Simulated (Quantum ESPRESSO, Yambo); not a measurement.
**Diamond (Fd-3m, 2 atoms a cell): changed settings of a GW run in Yambo**

A base run on Diamond (Fd-3m, 2 atoms a cell), then changed inputs.

Program: Yambo 5.3.0. Level of theory: PBE and many-body steps on it, plane waves. Results are calculated unless marked as measured.

This is a report of a sequence of runs, with most program output left out.

## Step 1: Starting point

The structure is cubic, space group Fd-3m (No. 227). Conventional cell: a = 3.567 Å, b = 3.567 Å, c = 3.567 Å, α = 90.00°, β = 90.00°, γ = 90.00°. Nearest to C lie 4 C at 1.54 Å.

Structure file:

```xyz
2
Lattice="0.0000 1.7834 1.7834 1.7834 0.0000 1.7834 1.7834 1.7834 0.0000" Properties=species:S:1:pos:R:3 pbc="T T T"
C     0.0000    0.0000    0.0000
C     0.8917    0.8917    0.8917
```

The cell and positions come from the Crystallography Open Database and are kept as given unless a step says otherwise.

## Step 2: Base

This step: Yambo 5.3.0; G0W0 on PBE, plane waves, norm-conserving pseudopotentials.

Now the one-shot GW correction: screening in the RPA, then the self-energy of the levels asked for.

gw2.in reads:

```
HF_and_locXC
gw0
dyson
ppa
em1d
rim_cut
RandQpts= 1000000
RandGvec= 1 RL
EXXRLvcs= 74 Ry
VXCRLvcs= 296 Ry
Chimod= "HARTREE"
% BndsRnXp
 1 | 58 |
%
NGsBlkXp= 17 Ry
% LongDrXp
 1 | 1 | 1 |
%
% GbndRnge
 1 | 58 |
%
DysSolver= "n"
ExtendOut
PPAPntXp= 27.21138 eV
% QPkrange
 1 | 1 | 3 | 6 |
 28 | 28 | 3 | 6 |
%
```

Command:

```
$ OMP_NUM_THREADS=1 mpirun -n 8 yambo -F gw2.in -J gw2 -C gw2 > gw2.log
```

Wall time 2.9 min (8 MPI ranks of Intel Xeon 6975P-C (Granite Rapids), shared host); peak memory 2.7 GiB.

Numbers from this step:

| Quantity | Value |
| --- | --- |
| G0W0 gap on the points computed | 5.472 eV |
| starting gap on the mesh | 4.229 eV |
| k of the valence top | 0, 0, 0 |
| k of the conduction bottom | 0, 0.4, 0.4 |
| least direct G0W0 gap on the computed points | 7.387 eV |
| Z at the valence top | 0.8309 |
| Z at the conduction bottom | 0.8417 |

The gap on the mesh goes from 4.23 eV to 5.47 eV, a correction of +1.24 eV.

## Step 3: Exchange cutoff

gw6.in, as its differences from gw2.in of step 2:

```diff
@@ -8,3 +8,3 @@
 RandGvec= 1 RL
-EXXRLvcs= 74 Ry
+EXXRLvcs= 148 Ry
 VXCRLvcs= 296 Ry
```

Command:

```
$ OMP_NUM_THREADS=1 mpirun -n 8 yambo -F gw6.in -J gw6,gw2_W -C gw6 > gw6.log
```

The job ended after 33 s (8 MPI ranks; peak memory 2.6 GiB; 4.3 min of CPU time).

Numbers from this step:

| Property | Result |
| --- | --- |
| G0W0 gap on the points computed | 5.472 eV |
| starting gap on the mesh | 4.229 eV |
| k of the valence top | 0, 0, 0 |
| k of the conduction bottom | 0, 0.4, 0.4 |
| least direct G0W0 gap on the computed points | 7.387 eV |
| Z at the valence top | 0.8309 |
| Z at the conduction bottom | 0.8417 |

## Step 4: Core charge in Vxc

gw7.in, as its differences from gw6.in of step 3:

```diff
@@ -8,3 +8,3 @@
 RandGvec= 1 RL
-EXXRLvcs= 148 Ry
+EXXRLvcs= 74 Ry
 VXCRLvcs= 296 Ry
@@ -28 +28,2 @@
 %
+UseNLCC
```

Command:

```
$ OMP_NUM_THREADS=1 mpirun -n 8 yambo -F gw7.in -J gw7,gw2_W -C gw7 > gw7.log
```

Run time: 33 s. Hardware: 8 MPI ranks; peak memory 2.6 GiB; 4.2 min of CPU time.

Numbers from this step:

```yaml
g0w0_gap_on_the_points_computed: 5.166 eV
starting_gap_on_the_mesh: 4.229 eV
k_of_the_valence_top: 0, 0, 0
k_of_the_conduction_bottom: 0, 0.4, 0.4
least_direct_g0w0_gap_on_the_computed_points: 7.328 eV
```

Against G0W0 in Yambo (10×10×10 mesh, 58 bands, screening to 231.3 eV, Godby-Needs plasmon pole), the gap moves by −0.307 eV.

## Step 5: Zero field direction

gw8.in, as its differences from gw7.in of step 4:

```diff
@@ -16,3 +16,3 @@
 % LongDrXp
- 1 | 1 | 1 |
+ 0 | 0 | 0 |
 %
@@ -28,2 +28 @@
 %
-UseNLCC
```

Command:

```
$ OMP_NUM_THREADS=1 mpirun -n 8 yambo -F gw8.in -J gw8 -C gw8 > gw8.log
```

Elapsed: 4.1 s, on 8 MPI ranks; peak memory 1.9 GiB.

The run stopped with an error after 4.1 s.

The program's words: [ERROR] STOP signal received while in[06] Dynamic Dielectric Matrix (PPA) [ERROR] LINEAR ALGEBRA driver [PARALLEL_lin_system]performing P(Z/C)GESV

The fault put into this input: zero field direction.

## Step 6: The runs together

Times are wall times on 8 MPI ranks of Intel Xeon 6975P-C (Granite Rapids), shared host, good to a factor of about two.

```
               run      mesh  bands  screening cutoff (eV)  DFT gap (eV)  gap on the mesh (eV)  direct (eV)     time
              base  10×10×10     58                  231.3         4.229                 5.472        7.387  2.9 min
   exchange cutoff  10×10×10     58                  231.3         4.229                 5.472        7.387     33 s
core charge in Vxc  10×10×10     58                  231.3         4.229                 5.166        7.328     33 s
```

## Step 7: Summary of results

- base: 5.472 eV
- exchange cutoff: 5.472 eV
- core charge in Vxc: 5.166 eV
- known limits: not at the basis limit

In words: Exchange cutoff: no change against base (keys changed: EXXRLvcs). Core charge in Vxc: −0.307 eV against base (keys changed: UseNLCC). Bands and cutoff are finite, so the gap is not at the basis limit. The miss can reach some tenths of an eV and take either sign; the mesh is an error of its own. In the G0W0 runs levels were corrected at 2 k points alone, so a gap called «on the mesh» is the least over those, and an edge elsewhere would be missed.

[Paths, hosts, dates, memory and timing lines, banners, echoed tables and standing remarks are left out of the program output.]

[Logs are printed without paths, hosts, clocks, repeated set-up lines and the standing remarks that a program may print on its own settings, such as how far it seeks lower states.]

[Runs of the session that timed out or met a known fault of the program may be left out.]

[Hosts, paths, dates, database ids (printed as entryN), source tags and the programs' standing remarks are cut or masked in the printed files.]
